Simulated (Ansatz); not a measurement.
Planning a run of Ansatz 0.2.0 on Ba2CeSnO6 (Fm-3m). The input:

```yaml
crystal:
  lattice:
    - [0.0, 4.32948904, 4.32948904]
    - [4.32948904, 0.0, 4.32948904]
    - [4.32948904, 4.32948904, 0.0]
  atoms:
    - { symbol: Ba, position: [0.25, 0.25, 0.25] }
    - { symbol: Ba, position: [0.75, 0.75, 0.75] }
    - { symbol: Ce, position: [0.0, 0.0, 0.0] }
    - { symbol: Sn, position: [0.5, 0.5, 0.5] }
    - { symbol: O, position: [0.74212518, 0.25787482, 0.25787482] }
    - { symbol: O, position: [0.25787482, 0.74212518, 0.74212518] }
    - { symbol: O, position: [0.25787482, 0.74212518, 0.25787482] }
    - { symbol: O, position: [0.74212518, 0.25787482, 0.74212518] }
    - { symbol: O, position: [0.25787482, 0.25787482, 0.74212518] }
    - { symbol: O, position: [0.74212518, 0.74212518, 0.25787482] }
kpoints:
  mp_grid: { grid: [6, 6, 6] }
hamiltonian:
  xc: pbe
  pseudopotentials: { kind: paw, azcp: { folder: soft_1 } }
scf:
  occupations: { method: fixed }
  n_extra_bands: 111
output:
  optics: { e_range: [0, 25], de: 0.1, sigma: 0.2 }
```

```sh
ansatz run input.yaml --threads 2 --pin off --max-ram 92160MiB --backend cuda --events-out ev --progress --plain --runs-dir out --devices 1 --max-vram 13GiB
```

How long will it take on 1 × NVIDIA H100 80GB HBM3 (shared by 6 runs) with 2 threads of AMD EPYC 7R13 (Zen 3), shared host, and how much memory?

It took 28 s; on shared hardware allow 14 s to 57 s. Peak host memory was 2.2 GiB.

[Paths, hosts, dates, memory and timing lines, banners, echoed tables and standing remarks are left out of the program output.]

[Logs are printed without paths, hosts, clocks, repeated set-up lines and the standing remarks that a program may print on its own settings, such as how far it seeks lower states.]

[Runs of the session that timed out or met a known fault of the program may be left out.]

[Cells called generated may have been cut or substituted from an entry of the Crystallography Open Database or the Materials Project.]

[Hosts, paths, dates, database ids (printed as entryN), source tags and the programs' standing remarks are cut or masked in the printed files.]
